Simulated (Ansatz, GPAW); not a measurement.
# Cutoff, mesh and smearing for a 6-layer slab of Mo(110), part 2 of 2

How do cutoff, mesh, smearing and the dipole layer change the work function of a 6-layer slab of Mo(110)?

GPAW 26.7.0 and Ansatz 0.2.0; Ansatz plane waves; slab in vacuum with a dipole correction, relaxation (the session's first sound run).

So far, upper work function (eV): step 2 (relaxation) 4.56.

## 3. Plane waves, PBE

The work function is the vacuum plateau of the electrostatic potential less the Fermi level; a dipole layer lets the two faces have plateaus of their own.

This step: GPAW, PAW setups; slab in vacuum (GPAW 26.7.0).

Input file run.py:

```python
import json
import numpy as np
from ase import Atoms
from gpaw import GPAW, PW

slab = Atoms(
    ['Mo', 'Mo', 'Mo', 'Mo', 'Mo', 'Mo'],
    positions=[
        [0.00000, 0.00000, 9.00000],
        [2.22739, 0.00000, 11.22739],
        [0.00000, 0.00000, 13.45477],
        [2.22739, 0.00000, 15.69844],
        [0.00000, 0.00000, 17.95324],
        [2.22739, 0.00000, 20.09170]],
    cell=[[2.22739, -1.575, 0.0], [2.22739, 1.575, 0.0], [0.0, 0.0, 29.13693]],
    pbc=[True, True, False])

slab.calc = GPAW(mode=PW(400), xc='PBE', kpts={'size': (12, 12, 1), 'gamma': True},
                 occupations={'name': 'fermi-dirac', 'width': 0.1}, nbands='140%',
                 convergence={'density': 1e-05}, maxiter=200,
                 poissonsolver={'dipolelayer': 'xy'},
                 symmetry={'tolerance': 1e-3}, txt='slab.txt')
result = {}
energy = slab.get_potential_energy()
fermi = slab.calc.get_fermi_level()
v = slab.calc.get_electrostatic_potential().mean((0, 1)) - fermi
n = slab.calc.get_pseudo_density().mean((0, 1))
L = slab.cell[2, 2]
z = np.arange(len(v)) * L / len(v)
low, high = slab.positions[:, 2].min(), slab.positions[:, 2].max()
below, above = np.interp([low - 6.8, high + 6.8], z, v)
slopes = [np.interp(x, z, np.gradient(v, z)) for x in (low - 6.8, high + 6.8)]
eps = np.array([[slab.calc.get_eigenvalues(k, s) for k in range(len(slab.calc.get_ibz_k_points()))]
                for s in range(slab.calc.get_number_of_spins())]) - fermi
top, bottom = eps[eps < 0].max(), eps[eps > 0].min()
dipole = slab.get_dipole_moment()[2]
print(f'energy {energy:.4f} eV, Fermi level {fermi:.4f} eV, dipole {dipole:.5f} e A')
print(f'potential 6.8 A off the faces, from the Fermi level: lower {below:.4f} eV, upper {above:.4f} eV')
print(f'slope of the potential there: lower {slopes[0]:.5f}, upper {slopes[1]:.5f} eV/A')
print(f'nearest levels on the mesh: {top:.4f} and {bottom:.4f} eV')
print('magnetic moment', round(slab.get_magnetic_moment(), 3))
result.update(energy=energy, fermi=fermi, dipole=dipole, below=below, above=above, slopes=slopes, edges=[top, bottom],
              z=z.tolist(), v=v.tolist(), n=n.tolist(), positions=slab.positions.tolist(),
              forces=slab.get_forces(apply_constraint=False).tolist(), moments=slab.get_magnetic_moments().tolist())
json.dump(result, open('result.json', 'w'))
```

On the command line:

```bash
$ OMP_NUM_THREADS=1 OPENBLAS_NUM_THREADS=1 python run.py
```

The program printed:

```text
energy -64.9658 eV, Fermi level 3.7844 eV, dipole 0.00390 e A
potential 6.8 A off the faces, from the Fermi level: lower 4.6534 eV, upper 4.5539 eV
slope of the potential there: lower -0.00008, upper 0.00008 eV/A
nearest levels on the mesh: -0.0259 and 0.0162 eV
magnetic moment 0.0
```

Run time: 4.5 min. Hardware: 1 thread of AMD EPYC 9R14 (Zen 4), shared host; peak memory 0.36 GiB.

Numbers from this step:

```
dipole along the normal                    : 0.003899 e·Å
levels nearest the Fermi level on the mesh : -0.02593, 0.01621 eV from the Fermi level
upper work function                        : 4.554 eV
lower work function                        : 4.653 eV
```

The electrostatic potential energy of an electron (without an applied field's), less the Fermi level, planar mean oscillates, so the rows of the table below give means over windows of 2.21 Å about each position, cut where the curve ends. Its maxima inside the range that stand out by 2 % of the span (Å: eV): 10.1: -2.11, 12.3: -2.26, 14.6: -1.98, 16.8: -1.99, 19.0: -3.00. Its minima: 9.0: -27.9, 11.2: -28.6, 13.5: -28.4, 15.6: -28.3, 17.9: -28.5, 20.1: -28.1.

Table of electrostatic potential energy of an electron (without an applied field's), less the Fermi level, planar mean by z; means over each step:

```tsv
z (Å)	electrostatic potential energy of an electron (without an applied field's), less the Fermi level, planar mean (eV)
1.10	4.65
3.31	4.65
5.53	4.61
7.73	-2.72
9.95	-13.3
12.16	-13.5
14.37	-13.2
16.57	-13.1
18.79	-14.5
21.00	-7.87
23.21	4.45
25.41	4.55
27.62	4.55
```

The pseudo valence density, planar mean oscillates, so the rows of the table below give means over windows of 2.16 Å about each position, cut where the curve ends. Its maxima inside the range that stand out by 2 % of the span (Å: e/Å³): 9.1: 1.96, 11.2: 1.99, 13.4: 1.94, 15.8: 1.96, 17.9: 1.97, 20.1: 2.00. Its minima: 10.1: 0.321, 12.3: 0.319, 14.7: 0.321, 16.8: 0.307, 19.0: 0.357.

Table of pseudo valence density, planar mean by z; means over each step:

```tsv
z (Å)	pseudo valence density, planar mean (e/Å³)
3.24	5.6e-6
5.40	0.00103
7.56	0.191
9.72	0.893
11.88	0.896
14.04	0.896
16.20	0.898
18.36	0.926
20.52	0.831
22.68	0.0107
24.84	6.5e-5
```

Force by atom:

```tsv
atom	x (eV/Å)	y (eV/Å)	z (eV/Å)	size
Mo1	0.000	0.000	0.551	0.551
Mo2	0.000	0.000	-0.653	0.653
Mo3	0.000	0.000	0.114	0.114
Mo4	0.000	0.000	-0.001	0.001
Mo5	0.000	0.000	-0.010	0.010
Mo6	0.000	0.000	0.002	0.002
```

The potential is flat to 8.3e-5 eV/Å where it is read, so the vacuum is wide enough. The geometry is the other program's minimum; here the largest force on a free atom is 0.010 eV/Å.

## 4. Cutoff 200

The cutoff limits how sharply the smooth valence waves can vary, which tells mostly near the atoms.

run.py, as its differences from that of step 3:

```diff
@@ -17,3 +17,3 @@
 
-slab.calc = GPAW(mode=PW(400), xc='PBE', kpts={'size': (12, 12, 1), 'gamma': True},
+slab.calc = GPAW(mode=PW(200), xc='PBE', kpts={'size': (12, 12, 1), 'gamma': True},
                  occupations={'name': 'fermi-dirac', 'width': 0.1}, nbands='140%',
```

The program printed:

```text
energy -59.3816 eV, Fermi level 3.8207 eV, dipole 0.00374 e A
potential 6.8 A off the faces, from the Fermi level: lower 4.6722 eV, upper 4.5708 eV
slope of the potential there: lower -0.00125, upper 0.00082 eV/A
nearest levels on the mesh: -0.0367 and 0.0213 eV
magnetic moment 0.0
```

Run time: 1.7 min. Hardware: 1 thread; peak memory 0.21 GiB.

The run finished. A setting was moved off its sound value on purpose, so it serves as a test and not as the result.

The fault put into the input: a cutoff under that of the base run: the energy of the cell lies 5.6 eV from the base value (ecut = 200).

The two runs compared:

```tsv
quantity	this run	sound run	difference
dipole along the normal (e·Å)	0.0037441	0.0038985	-1.5e-4
upper work function (eV)	4.5708	4.5539	0.0169
lower work function (eV)	4.6722	4.6534	0.0188
```

## 5. Cutoff 300

The cutoff limits how sharply the smooth valence waves can vary, which tells mostly near the atoms.

run.py, as its differences from that of step 4:

```diff
@@ -17,3 +17,3 @@
 
-slab.calc = GPAW(mode=PW(200), xc='PBE', kpts={'size': (12, 12, 1), 'gamma': True},
+slab.calc = GPAW(mode=PW(300), xc='PBE', kpts={'size': (12, 12, 1), 'gamma': True},
                  occupations={'name': 'fermi-dirac', 'width': 0.1}, nbands='140%',
```

The program printed:

```text
LinAlgError: The leading minor of order 78 of B is not positive definite. The factorization of B could not be completed and no eigenvalues or eigenvectors were computed.
```

It took 64 s on 1 thread; peak memory 0.28 GiB.

The run ended with an error.

The program's message: “LinAlgError: The leading minor of order 78 of B is not positive definite. The factorization of B could not be completed and no eigenvalues or eigenvectors were computed.”

## 6. Cutoff 700: ecut = 700

The cutoff limits how sharply the smooth valence waves can vary, which tells mostly near the atoms.

run.py, as its differences from that of step 5:

```diff
@@ -17,3 +17,3 @@
 
-slab.calc = GPAW(mode=PW(300), xc='PBE', kpts={'size': (12, 12, 1), 'gamma': True},
+slab.calc = GPAW(mode=PW(700), xc='PBE', kpts={'size': (12, 12, 1), 'gamma': True},
                  occupations={'name': 'fermi-dirac', 'width': 0.1}, nbands='140%',
```

The program printed:

```text
energy -65.1211 eV, Fermi level 3.7831 eV, dipole 0.00390 e A
potential 6.8 A off the faces, from the Fermi level: lower 4.6534 eV, upper 4.5534 eV
slope of the potential there: lower -0.00007, upper 0.00008 eV/A
nearest levels on the mesh: -0.0256 and 0.0165 eV
magnetic moment 0.0
```

Wall time 11 min (1 thread); peak memory 0.67 GiB.

Numbers from this step:

```
dipole along the normal                    : 0.003896 e·Å
levels nearest the Fermi level on the mesh : -0.02556, 0.01649 eV from the Fermi level
upper work function                        : 4.553 eV
```

The electrostatic potential energy of an electron (without an applied field's), less the Fermi level, planar mean oscillates, so the rows of the table below give means over windows of 2.23 Å about each position, cut where the curve ends. Its maxima inside the range that stand out by 2 % of the span (Å: eV): 10.1: -2.08, 12.3: -2.26, 14.6: -1.98, 16.8: -1.98, 19.0: -2.97. Its minima: 9.1: -27.8, 11.3: -28.6, 13.4: -28.5, 15.6: -28.0, 18.0: -28.6, 20.2: -27.8.

The electrostatic potential energy of an electron (without an applied field's), less the Fermi level, planar mean by z; means over each step:

```tsv
z (Å)	electrostatic potential energy of an electron (without an applied field's), less the Fermi level, planar mean (eV)
1.11	4.65
3.34	4.65
5.57	4.60
7.80	-3.77
10.03	-13.4
12.26	-13.6
14.49	-13.3
16.72	-13.2
18.95	-14.7
21.18	-5.28
23.41	4.49
25.64	4.55
27.87	4.56
```

The pseudo valence density, planar mean oscillates, so the rows of the table below give means over windows of 2.27 Å about each position, cut where the curve ends. Its maxima inside the range that stand out by 2 % of the span (Å: e/Å³): 9.1: 1.96, 11.2: 1.96, 13.4: 1.99, 15.7: 1.99, 18.0: 1.99, 20.1: 2.00. Its minima: 10.0: 0.325, 12.3: 0.320, 14.6: 0.313, 16.8: 0.307, 19.1: 0.362.

Table of pseudo valence density, planar mean by z; means over each step:

```tsv
z (Å)	pseudo valence density, planar mean (e/Å³)
3.41	9.2e-6
5.68	0.00211
7.95	0.505
10.22	0.912
12.49	0.912
14.76	0.898
17.03	0.890
19.30	0.961
21.57	0.193
23.84	7.8e-4
26.11	3.3e-6
```

Force by atom:

```tsv
atom	x (eV/Å)	y (eV/Å)	z (eV/Å)	size
Mo1	0.000	0.000	0.554	0.554
Mo2	0.000	0.000	-0.654	0.654
Mo3	0.000	0.000	0.114	0.114
Mo4	0.000	0.000	-0.002	0.002
Mo5	0.000	0.000	-0.008	0.008
Mo6	0.000	0.000	-0.004	0.004
```

The upper face's work function is 4.553 eV, against 4.554 eV in the first plane-wave PBE run at this geometry.

## 7. K mesh 4×4

The mesh in the plane samples the bands: a metal's Fermi level needs it dense, and band edges must lie on it.

run.py, as its differences from that of step 6:

```diff
@@ -17,3 +17,3 @@
 
-slab.calc = GPAW(mode=PW(700), xc='PBE', kpts={'size': (12, 12, 1), 'gamma': True},
+slab.calc = GPAW(mode=PW(400), xc='PBE', kpts={'size': (4, 4, 1), 'gamma': True},
                  occupations={'name': 'fermi-dirac', 'width': 0.1}, nbands='140%',
```

The program printed:

```text
energy -64.7683 eV, Fermi level 3.8338 eV, dipole 0.00374 e A
potential 6.8 A off the faces, from the Fermi level: lower 4.5203 eV, upper 4.4249 eV
slope of the potential there: lower -0.00008, upper 0.00013 eV/A
nearest levels on the mesh: -0.0399 and 0.0576 eV
magnetic moment 0.0
```

Run time: 57 s. Hardware: 1 thread; peak memory 0.21 GiB.

The run finished with changed settings (kpts = [4, 4]); it serves as a test.

Side by side:

```tsv
quantity	this run	sound run	difference
dipole along the normal (e·Å)	0.0037398	0.0038985	-1.6e-4
upper work function (eV)	4.4249	4.5539	-0.129
lower work function (eV)	4.5203	4.6534	-0.133
```

One result that differs is the lower work function, 4.52 eV against 4.65 eV.

## 8. K mesh 7×7

The mesh in the plane samples the bands: a metal's Fermi level needs it dense, and band edges must lie on it.

run.py, as its differences from that of step 7:

```diff
@@ -17,3 +17,3 @@
 
-slab.calc = GPAW(mode=PW(400), xc='PBE', kpts={'size': (4, 4, 1), 'gamma': True},
+slab.calc = GPAW(mode=PW(400), xc='PBE', kpts={'size': (7, 7, 1), 'gamma': True},
                  occupations={'name': 'fermi-dirac', 'width': 0.1}, nbands='140%',
```

The program printed:

```text
energy -64.8653 eV, Fermi level 3.7603 eV, dipole 0.00391 e A
potential 6.8 A off the faces, from the Fermi level: lower 4.7023 eV, upper 4.6022 eV
slope of the potential there: lower -0.00005, upper 0.00013 eV/A
nearest levels on the mesh: -0.0101 and 0.0145 eV
magnetic moment 0.0
```

Elapsed: 1.8 min, on 1 thread; peak memory 0.25 GiB.

The run finished with changed settings (kpts = [7, 7]); it serves as a test.

Side by side:

```tsv
quantity	this run	sound run	difference
dipole along the normal (e·Å)	0.0039138	0.0038985	1.5e-5
upper work function (eV)	4.6022	4.5539	0.0484
lower work function (eV)	4.7023	4.6534	0.0488
```

One result that differs is the upper work function, 4.60 eV against 4.55 eV.

## 9. K mesh 18×18: kpts = [18, 18]

The mesh in the plane samples the bands: a metal's Fermi level needs it dense, and band edges must lie on it.

run.py, as its differences from that of step 8:

```diff
@@ -17,3 +17,3 @@
 
-slab.calc = GPAW(mode=PW(400), xc='PBE', kpts={'size': (7, 7, 1), 'gamma': True},
+slab.calc = GPAW(mode=PW(400), xc='PBE', kpts={'size': (18, 18, 1), 'gamma': True},
                  occupations={'name': 'fermi-dirac', 'width': 0.1}, nbands='140%',
```

The program printed:

```text
energy -64.9308 eV, Fermi level 3.7861 eV, dipole 0.00405 e A
potential 6.8 A off the faces, from the Fermi level: lower 4.6581 eV, upper 4.5545 eV
slope of the potential there: lower -0.00010, upper 0.00014 eV/A
nearest levels on the mesh: -0.0004 and 0.0035 eV
magnetic moment 0.0
```

Elapsed: 9.6 min, on 1 thread; peak memory 0.57 GiB.

This step gave:

```
dipole along the normal                    : 0.004052 e·Å
levels nearest the Fermi level on the mesh : -3.65e-4, 0.003526 eV from the Fermi level
upper work function                        : 4.555 eV
lower work function                        : 4.658 eV
```

The upper face's work function is 4.555 eV, against 4.554 eV in the first plane-wave PBE run at this geometry.

## 10. Scheme Marzari-Vanderbilt, smearing 0.2

Smearing changes the occupations near the Fermi level, and with them the level itself. Smearing helps the SCF of a metal converge, but it blurs occupations at band edges near the Fermi level.

run.py, as its differences from that of step 9:

```diff
@@ -17,4 +17,4 @@
 
-slab.calc = GPAW(mode=PW(400), xc='PBE', kpts={'size': (18, 18, 1), 'gamma': True},
-                 occupations={'name': 'fermi-dirac', 'width': 0.1}, nbands='140%',
+slab.calc = GPAW(mode=PW(400), xc='PBE', kpts={'size': (12, 12, 1), 'gamma': True},
+                 occupations={'name': 'marzari-vanderbilt', 'width': 0.2}, nbands='140%',
                  convergence={'density': 1e-05}, maxiter=200,
```

The program printed:

```text
energy -64.9704 eV, Fermi level 3.7827 eV, dipole 0.00408 e A
potential 6.8 A off the faces, from the Fermi level: lower 4.6588 eV, upper 4.5547 eV
slope of the potential there: lower -0.00008, upper 0.00012 eV/A
nearest levels on the mesh: -0.0281 and 0.0132 eV
magnetic moment 0.0
```

Run time: 5.1 min. Hardware: 1 thread; peak memory 0.36 GiB.

Numbers from this step:

- dipole along the normal: 0.004077 e·Å
- levels nearest the Fermi level on the mesh: -0.02813, 0.01322 eV from the Fermi level
- lower work function: 4.659 eV

The upper face's work function is 4.555 eV, against 4.554 eV in the first plane-wave PBE run at this geometry.

## 11. All levels side by side

Times are for 1 thread of AMD EPYC 9R14 (Zen 4), shared host. Results by setting:

```tsv
no.	run	upper work function (eV)	lower work function (eV)	time	memory (GiB)
1	pw	4.554	4.653	4.5 min	0.36
2	cutoff 700	4.553	4.653	11 min	0.67
3	k mesh 18×18	4.555	4.658	9.6 min	0.57
4	scheme Marzari-Vanderbilt, smearing 0.2	4.555	4.659	5.1 min	0.36
```

## 12. Without the dipole layer

The dipole layer is taken out and the cell repeats along the normal.

run.py, as its differences from that of step 10:

```diff
@@ -15,8 +15,7 @@
     cell=[[2.22739, -1.575, 0.0], [2.22739, 1.575, 0.0], [0.0, 0.0, 29.13693]],
-    pbc=[True, True, False])
+    pbc=[True, True, True])
 
 slab.calc = GPAW(mode=PW(400), xc='PBE', kpts={'size': (12, 12, 1), 'gamma': True},
-                 occupations={'name': 'marzari-vanderbilt', 'width': 0.2}, nbands='140%',
+                 occupations={'name': 'fermi-dirac', 'width': 0.1}, nbands='140%',
                  convergence={'density': 1e-05}, maxiter=200,
-                 poissonsolver={'dipolelayer': 'xy'},
                  symmetry={'tolerance': 1e-3}, txt='slab.txt')
```

The program printed:

```text
energy -64.9658 eV, Fermi level 3.7841 eV, dipole 0.00810 e A
potential 6.8 A off the faces, from the Fermi level: lower 4.6200 eV, upper 4.5882 eV
slope of the potential there: lower 0.00705, upper 0.00726 eV/A
nearest levels on the mesh: -0.0259 and 0.0162 eV
magnetic moment 0.0
```

The job ended after 3.3 min (1 thread; peak memory 0.36 GiB).

The run finished with changed settings (dipole = false and pbc_z = true); it serves as a test.

The two runs compared:

```tsv
quantity	this run	sound run	difference
dipole along the normal (e·Å)	0.0081023	0.0038985	0.00420
upper work function (eV)	4.5882	4.5539	0.0343
lower work function (eV)	4.6200	4.6534	-0.0334
```

One result that differs is the upper work function, 4.59 eV against 4.55 eV.

## 13. Side by side

Results and costs are gathered.

This step: comparison of work functions, dipole and cost (GPAW 26.7.0).

Ladder, by row:

```tsv
step	code	work function, upper (eV)	work function, lower (eV)	dipole (e Å)	wall time (s)	peak memory (GiB)	threads
pw	GPAW	4.554	4.653	0.003899	271.4	0.36	1
ecut200	GPAW	4.571	4.672	0.003744	103.8	0.21	1
ecut700	GPAW	4.553	4.653	0.003896	664.3	0.67	1
k4	GPAW	4.425	4.52	0.00374	56.74	0.21	1
k7	GPAW	4.602	4.702	0.003914	106.5	0.25	1
k18	GPAW	4.555	4.658	0.004052	573.4	0.57	1
smear	GPAW	4.555	4.659	0.004077	305.2	0.36	1
nodip	GPAW	4.588	4.62	0.008102	197.8	0.36	1
```

## 14. Summary of results

```json
{
 "work function, upper and lower face": "4.554 and 4.653 eV",
 "dipole along the normal": "0.00390 e Å"
}
```

In words: With plane waves and PBE the work function is 4.55 eV on the upper face and 4.65 eV on the lower. The two faces differ by 0.100 eV, the step that the slab's dipole makes (e p/(ε0 A) gives 0.10 eV), so the dipole layer is needed. The lowest atoms were held at bulk positions, which alone makes the faces unlike. The measured value for this face is 4.95 eV (as compiled in "Anisotropic work function of elemental crystals", 2019, arxiv:1902.07811); the relaxed upper face lies 0.40 eV under it with PBE. Measured work functions scatter by a tenth of an eV or more between methods. The other smearing (Marzari-Vanderbilt of 0.2 eV in place of Fermi-Dirac of 0.1) moves the two faces by 8.0e-4 and 0.0054 eV on the same mesh; a mesh is converged only for its smearing. Over the sound runs of the table the upper face's work function spans 4.553 (ecut700) to 4.555 eV (smear). The in-plane lattice was kept as typed, which isn't the functional's own and leaves some strain; spin-orbit coupling and temperature are left out.

[Logs are printed without paths, hosts, clocks, repeated set-up lines and the standing remarks that a program may print on its own settings, such as how far it seeks lower states.]

[Hosts, paths, dates, database ids (printed as entryN), source tags and the programs' standing remarks are cut or masked in the printed files.]
